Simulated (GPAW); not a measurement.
**O K-edge XANES of SiO2 (Quartz, P3_121)**

What does one-electron theory with a core hole give for the O K edge of SiO2 (Quartz, P3_121)?

Main program and level: GPAW 26.7.0; X-ray absorption from dipole matrix elements to empty bands, plane-wave PAW PBE.

Report form: the programs' logs are mostly left out.

### 1. The structure

The structure is trigonal, space group P3_121 (No. 152). The conventional cell has a = 4.916 Å, b = 4.916 Å, c = 5.409 Å, α = 90.00°, β = 90.00°, γ = 120.00°. Nearest to Si lie 4 O at 1.61 Å. Nearest to O lie 2 Si at 1.61 Å. Farther neighbours and most contacts between anions are not listed.

Structure file:

```xyz
9
Lattice="4.9158 0.0000 0.0000 -2.4579 4.2572 0.0000 0.0000 0.0000 5.4091" Properties=species:S:1:pos:R:3 pbc="T T T"
Si    1.1545    1.9996    0.0000
Si   -1.3034    2.2576    3.6061
Si    2.6068    0.0000    1.8030
O     3.5384    1.1409    2.4467
O     2.1585    2.4939    4.2497
O     1.6768    0.6224    0.6437
O    -0.7811    3.6348    2.9624
O     1.0805    3.1163    1.1594
O    -0.2994    1.7633    4.7654
```

### 2. The field without a hole

A plain self-consistent run shows whether there is a gap, which decides the set-up of the core-hole run.

File scf.py:

```python
import numpy as np
from ase import Atoms
from ase.parallel import parprint, paropen
from gpaw import GPAW, PW, FermiDirac, Mixer, MixerDif, setup_paths
from gpaw.test import gen
setup_paths.insert(0, '.')
gen('O', name='nch1s', xcname='PBE', corehole=(1, 0, 0), write_xml=True)
from gpaw.mpi import world
world.barrier()

atoms = Atoms('Si3O6',
    cell=[[4.9158, 0, 0],
     [-2.4579, 4.25720768, 0],
     [0, 0, 5.4091]],
    scaled_positions=[[0.4697, 0.4697, 0],
     [0, 0.5303, 0.66666667],
     [0.5303, 0, 0.33333333],
     [0.8538, 0.268, 0.45233333],
     [0.732, 0.5858, 0.78566667],
     [0.4142, 0.1462, 0.119],
     [0.268, 0.8538, 0.54766667],
     [0.5858, 0.732, 0.21433333],
     [0.1462, 0.4142, 0.881]],
    pbc=True)
atoms.calc = calc = GPAW(legacy_gpaw=True, mode=PW(500), xc='PBE', setups={3: 'nch1s'},
    kpts={'size': (4, 4, 3), 'gamma': True}, occupations=FermiDirac(0.05),
    charge=0, mixer=Mixer(0.1, 5, 50), maxiter=150,
    convergence={'density': 0.0001}, txt='scf.txt')
energy = atoms.get_potential_energy() + calc.get_reference_energy()
ef = calc.get_fermi_level()
out = dict(energy=energy, fermi=ef, forces=atoms.get_forces().tolist())
parprint(f'all-electron energy {energy:.4f} eV, Fermi level {ef:.4f} eV')
ev = np.array([[calc.get_eigenvalues(k, s) for k in range(len(calc.get_ibz_k_points()))] for s in range(calc.get_number_of_spins())])
out['homo'], out['lumo'], out['counts'] = ev[ev < ef].max(), ev[ev > ef].min(), sorted(set((ev < ef).sum((0, 2)).tolist()))
out['filled'] = (ev[:, 0] < ef).sum(1).tolist()
import json
with paropen('out.json', 'w') as f:
    json.dump(out, f)
```

Run with:

```bash
> OMP_NUM_THREADS=1 mpirun -n 2 gpaw python scf.py
```

The job ended after 32 s (2 MPI ranks of AMD EPYC 7R43, shared host; peak memory 0.23 GiB; 63 s of CPU time).

The mesh shows a gap of 6.03 eV, so the hole is first treated in a charged cell, without the excited electron.

### 3. Reference energy of the cell

The photon energy needs a difference of total energies, so the cell and mesh of the coming hole run are first run without a hole.

This run holds the same structure in another cell (γ 120.0 → 60.0°).

scf.py: that of step 2 with these lines changed.

```diff
@@ -11,17 +11,17 @@
 atoms = Atoms('Si3O6',
-    cell=[[4.9158, 0, 0],
-     [-2.4579, 4.25720768, 0],
-     [0, 0, 5.4091]],
-    scaled_positions=[[0.4697, 0.4697, 0],
-     [0, 0.5303, 0.66666667],
-     [0.5303, 0, 0.33333333],
-     [0.8538, 0.268, 0.45233333],
-     [0.732, 0.5858, 0.78566667],
-     [0.4142, 0.1462, 0.119],
-     [0.268, 0.8538, 0.54766667],
-     [0.5858, 0.732, 0.21433333],
-     [0.1462, 0.4142, 0.881]],
+    cell=[[2.4579, -4.25720768, 0],
+     [-2.4579, -4.25720768, 0],
+     [0, 0, -5.4091]],
+    scaled_positions=[[0, 0.5303, 0],
+     [0.4697, 0, 0.33333333],
+     [0.5303, 0.4697, 0.66666667],
+     [0.5858, 0.1462, 0.54766667],
+     [0.1462, 0.268, 0.21433333],
+     [0.268, 0.5858, 0.881],
+     [0.4142, 0.732, 0.45233333],
+     [0.8538, 0.4142, 0.78566667],
+     [0.732, 0.8538, 0.119]],
     pbc=True)
 atoms.calc = calc = GPAW(legacy_gpaw=True, mode=PW(500), xc='PBE', setups={3: 'nch1s'},
-    kpts={'size': (4, 4, 3), 'gamma': True}, occupations=FermiDirac(0.05),
+    kpts={'size': (4, 4, 4), 'gamma': True}, occupations=FermiDirac(0.02),
     charge=0, mixer=Mixer(0.1, 5, 50), maxiter=150,
```

Wall time 36 s (2 MPI ranks); peak memory 0.25 GiB.

Reference energy: -35973.083 eV with the cores included.

### 4. Spectrum with FCH, O atom 4

The holes are 4.9 Å apart. In GPAW the data set carries the hole's charge, so charge=0 means a charged cell and charge=-1 a neutral one. The excited electron is left out and a uniform background balances the charge. After the field has converged, empty bands are computed with the density fixed and the dipole matrix elements are summed.

The absorber has 2 Si at 1.61 Å (bent, 144°, site symmetry 1).

File xas.py:

```python
import numpy as np
from ase import Atoms
from ase.parallel import parprint, paropen
from gpaw import GPAW, PW, FermiDirac, Mixer, MixerDif, setup_paths
from gpaw.test import gen
setup_paths.insert(0, '.')
gen('O', name='fch1s', xcname='PBE', corehole=(1, 0, 1), write_xml=True)
from gpaw.mpi import world
world.barrier()

atoms = Atoms('Si3O6',
    cell=[[2.4579, -4.25720768, 0],
     [-2.4579, -4.25720768, 0],
     [0, 0, -5.4091]],
    scaled_positions=[[0, 0.5303, 0],
     [0.4697, 0, 0.33333333],
     [0.5303, 0.4697, 0.66666667],
     [0.5858, 0.1462, 0.54766667],
     [0.1462, 0.268, 0.21433333],
     [0.268, 0.5858, 0.881],
     [0.4142, 0.732, 0.45233333],
     [0.8538, 0.4142, 0.78566667],
     [0.732, 0.8538, 0.119]],
    pbc=True)
atoms.calc = calc = GPAW(legacy_gpaw=True, mode=PW(500), xc='PBE', setups={3: 'fch1s'},
    kpts={'size': (4, 4, 4), 'gamma': True}, occupations=FermiDirac(0.02),
    charge=0, mixer=Mixer(0.1, 5, 50), maxiter=150,
    convergence={'density': 0.0001}, txt='scf.txt')
energy = atoms.get_potential_energy() + calc.get_reference_energy()
ef = calc.get_fermi_level()
out = dict(energy=energy, fermi=ef, forces=atoms.get_forces().tolist())
parprint(f'all-electron energy {energy:.4f} eV, Fermi level {ef:.4f} eV')
ev = np.array([[calc.get_eigenvalues(k, s) for k in range(len(calc.get_ibz_k_points()))] for s in range(calc.get_number_of_spins())])
out['homo'], out['lumo'], out['counts'] = ev[ev < ef].max(), ev[ev > ef].min(), sorted(set((ev < ef).sum((0, 2)).tolist()))
out['filled'] = (ev[:, 0] < ef).sum(1).tolist()

from ase.units import Ha
from gpaw.xas import dipole_matrix_elements
nb = int(calc.get_number_of_electrons() / 2) + 70
top, nb = nb, nb + 8 + nb // 12
nscf = calc.fixed_density(kpts={'size': (5, 5, 4), 'gamma': True}, nbands=nb,
    convergence={'bands': top, 'eigenstates': 1e-5}, maxiter=60, txt='nscf.txt')
cell = atoms.cell.array
ops = [cell.T @ U.T @ np.linalg.inv(cell.T) for U in nscf.wfs.kd.symmetry.op_scc]
filled = [24]  # bands filled in the ground state, by spin
E = np.arange(-6, 34, 0.1)
fwhm = np.interp(E, [4, 25], [0.9, 3.5])
Y, X, zero, highest = 0, 0, 1e9, 1e9
for spin in range(nscf.get_number_of_spins()):
    wfs = nscf.wfs
    A = dipole_matrix_elements(wfs.setups[3])
    eps = np.zeros((wfs.kd.nibzkpts, nb))
    d = np.zeros((3, A.shape[1], wfs.kd.nibzkpts, nb), complex)
    for kpt in wfs.kpt_u:
        if kpt.s == spin and 3 in kpt.P_ani:
            eps[kpt.k] = kpt.eps_n * Ha
            d[:, :, kpt.k] = (kpt.weight * wfs.nspins / 2) ** 0.5 * np.inner(A, kpt.P_ani[3])
    world.sum(eps)
    world.sum(d)
    T = np.einsum('amkn,bmkn->abkn', d, d.conj()).real
    T = sum(np.einsum('ai,ijkn,bj->abkn', R, T, R) for R in ops) / len(ops)
    empty = np.ones_like(eps, bool) & (np.arange(nb) >= filled[spin])
    zero, highest = min(zero, eps[empty].min()), min(highest, eps[:, top - 1].min())
    lines = [(eps, T, empty)] if spin == 0 else lines + [(eps, T, empty)]
for eps, T, empty in lines:
    f = np.einsum('aakn->akn', T).reshape(3, -1)
    x = eps.ravel() - zero
    w = np.interp(x, E, fwhm) / 2.35482
    g = np.exp(-0.5 * ((E[:, None] - x) / w) ** 2) / (w * (2 * np.pi) ** 0.5)
    Y = Y + (f * empty.ravel()) @ g.T
    X = X + (f * ~empty.ravel()) @ g.T
out.update(E=E.round(2).tolist(), xas=Y.tolist(), xes=X.tolist(), zero=zero, valid=highest - zero, nk=len(eps), nb=nb)
for i in range(0, len(E), 10):
    parprint(f'{E[i]:7.2f}', *(f'{v:10.3e}' for v in Y[:, i]))
import json
with paropen('out.json', 'w') as f:
    json.dump(out, f)
```

Run with:

```bash
> OMP_NUM_THREADS=1 mpirun -n 2 gpaw python xas.py
```

Wall time 2.4 min (2 MPI ranks); peak memory 0.46 GiB.

The O K spectrum, O atom 4, full core hole (charged cell) (energy from the lowest empty level; intensity scaled to a mean of 1 over the first 20 eV; polarised curves are means over the symmetry-equivalent atoms):

```csv
E (eV),isotropic,ε ⊥ c,ε ∥ c
-2.0,0.00,0.00,0.00
-1.4,0.00,0.00,0.00
-0.8,0.00,0.00,0.00
-0.2,0.01,0.01,0.00
0.4,0.05,0.06,0.04
1.0,0.17,0.20,0.11
1.6,0.40,0.50,0.19
2.2,0.56,0.62,0.45
2.8,1.33,1.38,1.24
3.4,2.72,2.81,2.54
4.0,3.01,2.80,3.42
4.6,3.01,3.03,2.99
5.2,2.73,2.73,2.73
5.8,2.12,2.09,2.19
6.4,1.59,1.56,1.66
7.0,1.11,1.08,1.16
7.6,0.83,0.83,0.84
8.2,0.69,0.69,0.69
8.8,0.73,0.71,0.76
9.4,0.85,0.81,0.92
10.0,0.88,0.82,0.99
10.6,0.83,0.77,0.95
11.2,0.80,0.75,0.91
11.8,0.78,0.76,0.82
12.4,0.71,0.72,0.69
13.0,0.65,0.68,0.58
13.6,0.60,0.65,0.52
14.2,0.59,0.64,0.48
14.8,0.59,0.65,0.47
15.4,0.59,0.64,0.47
16.0,0.57,0.62,0.48
16.6,0.56,0.59,0.49
17.2,0.56,0.58,0.51
17.8,0.58,0.60,0.54
18.4,0.61,0.63,0.58
19.0,0.65,0.66,0.61
19.6,0.67,0.69,0.64
20.2,0.70,0.71,0.68
20.8,0.73,0.73,0.73
21.4,0.78,0.77,0.81
22.0,0.83,0.81,0.89
22.6,0.89,0.84,0.97
23.2,0.93,0.87,1.04
23.8,0.95,0.89,1.07
24.4,0.96,0.90,1.07
25.0,0.96,0.91,1.04
25.6,0.95,0.92,0.99
26.2,0.93,0.93,0.94
26.8,0.92,0.93,0.89
27.4,0.90,0.92,0.85
28.0,0.88,0.91,0.83
28.6,0.86,0.89,0.82
29.2,0.85,0.86,0.83
29.8,0.84,0.84,0.85
30.4,0.84,0.82,0.87
```

Main maxima below 24 eV (height): 4.6 eV (3.01) and 9.8 eV (0.88). A K edge sees empty p states on the absorber.

The hole costs E(hole) − E(ground) = 535.15 eV, and the lowest empty level of the hole cell on the spectrum's mesh lies at 6.99 eV, which puts the zero at 542.14 eV. One term is added: -8.91 eV, since the hole is spin-paired here and a spin-polarised one costs that much less in the free atom (computed apart). The photon energy is then 533.23 eV. The functional and the charged cell's background leave an error of a few eV in such absolute values.

### 5. Excitation energy, O atom 4

With the excited electron kept in the cell the system stays neutral, and the energy difference is an excitation energy by itself. In a small cell that electron takes up a good share of the lowest empty band, or all of one, which shifts the value from the true onset.

Changed against the first core-hole run: core hole to XCH, with the smearing that suits a partly filled band.

scf.py: that of step 3 with these lines changed.

```diff
@@ -6,3 +6,3 @@
 setup_paths.insert(0, '.')
-gen('O', name='nch1s', xcname='PBE', corehole=(1, 0, 0), write_xml=True)
+gen('O', name='fch1s', xcname='PBE', corehole=(1, 0, 1), write_xml=True)
 from gpaw.mpi import world
@@ -24,5 +24,5 @@
     pbc=True)
-atoms.calc = calc = GPAW(legacy_gpaw=True, mode=PW(500), xc='PBE', setups={3: 'nch1s'},
-    kpts={'size': (4, 4, 4), 'gamma': True}, occupations=FermiDirac(0.02),
-    charge=0, mixer=Mixer(0.1, 5, 50), maxiter=150,
+atoms.calc = calc = GPAW(legacy_gpaw=True, mode=PW(500), xc='PBE', setups={3: 'fch1s'},
+    kpts={'size': (4, 4, 4), 'gamma': True}, occupations=FermiDirac(0.04),
+    charge=-1, mixer=Mixer(0.1, 5, 50), maxiter=150,
     convergence={'density': 0.0001}, txt='scf.txt')
```

Run with:

```bash
> OMP_NUM_THREADS=1 mpirun -n 2 gpaw python scf.py
```

The job ended after 39 s (2 MPI ranks; peak memory 0.25 GiB; 77 s of CPU time).

The total-energy difference is 543.29 eV. With the free-atom term of -8.91 eV for this edge, the photon energy is 534.38 eV.

### 6. What came out

```yaml
absorber_and_edge: O K, atom 4 of the ground-state input (counted from 1)
surroundings: 2 Si at 1.61 Å (bent, 144°, site symmetry 1)
highest_intensity_below_16_ev: 4.6 eV above the zero, height 3.01
photon_energy_of_the_zero_with_the_added_terms: 533.2 eV (raw 542.1 eV; uncertain by a few eV)
```

The O K edge of atom 4, with 2 Si at 1.61 Å (bent, 144°, site symmetry 1), has its highest intensity of the first 16 eV at 4.6 eV above the zero, near 538 eV in photon energy (uncertain by a few eV), 3.0 times the mean level of the first 20 eV (Gaussian full width 0.9 eV up to 4 eV, rising linearly to 3.5 eV at 25 eV). The neutral-cell energy lies +1.2 eV from the charged-cell zero, a gap made of the charged-cell error and of where the added electron settles. At the O K edge of atom 4 polarisation matters most near 4.1 eV, where the curves differ by 0.6 on this scale. The holes are only 4.9 Å apart, so the shape is probably not converged with cell size; no larger cell was run here. The mesh is coarse (0.30 Å⁻¹ between points), so small maxima may be mesh ripples. The structure is a published determination, not relaxed.

[Logs are printed without paths, hosts, clocks, repeated set-up lines and the standing remarks that a program may print on its own settings, such as how far it seeks lower states.]

[Hosts, paths, dates, database ids (printed as entryN), source tags and the programs' standing remarks are cut or masked in the printed files.]

[Lists of maxima count a maximum above −3 eV only where it reaches 4 % of the highest in the window and stands out from its surroundings by 2 % of it (1.5 % where it reaches 55 %); shoulders and weaker maxima are passed over, and of the rest the first, up to two pre-edge ones and the few strongest are named.]
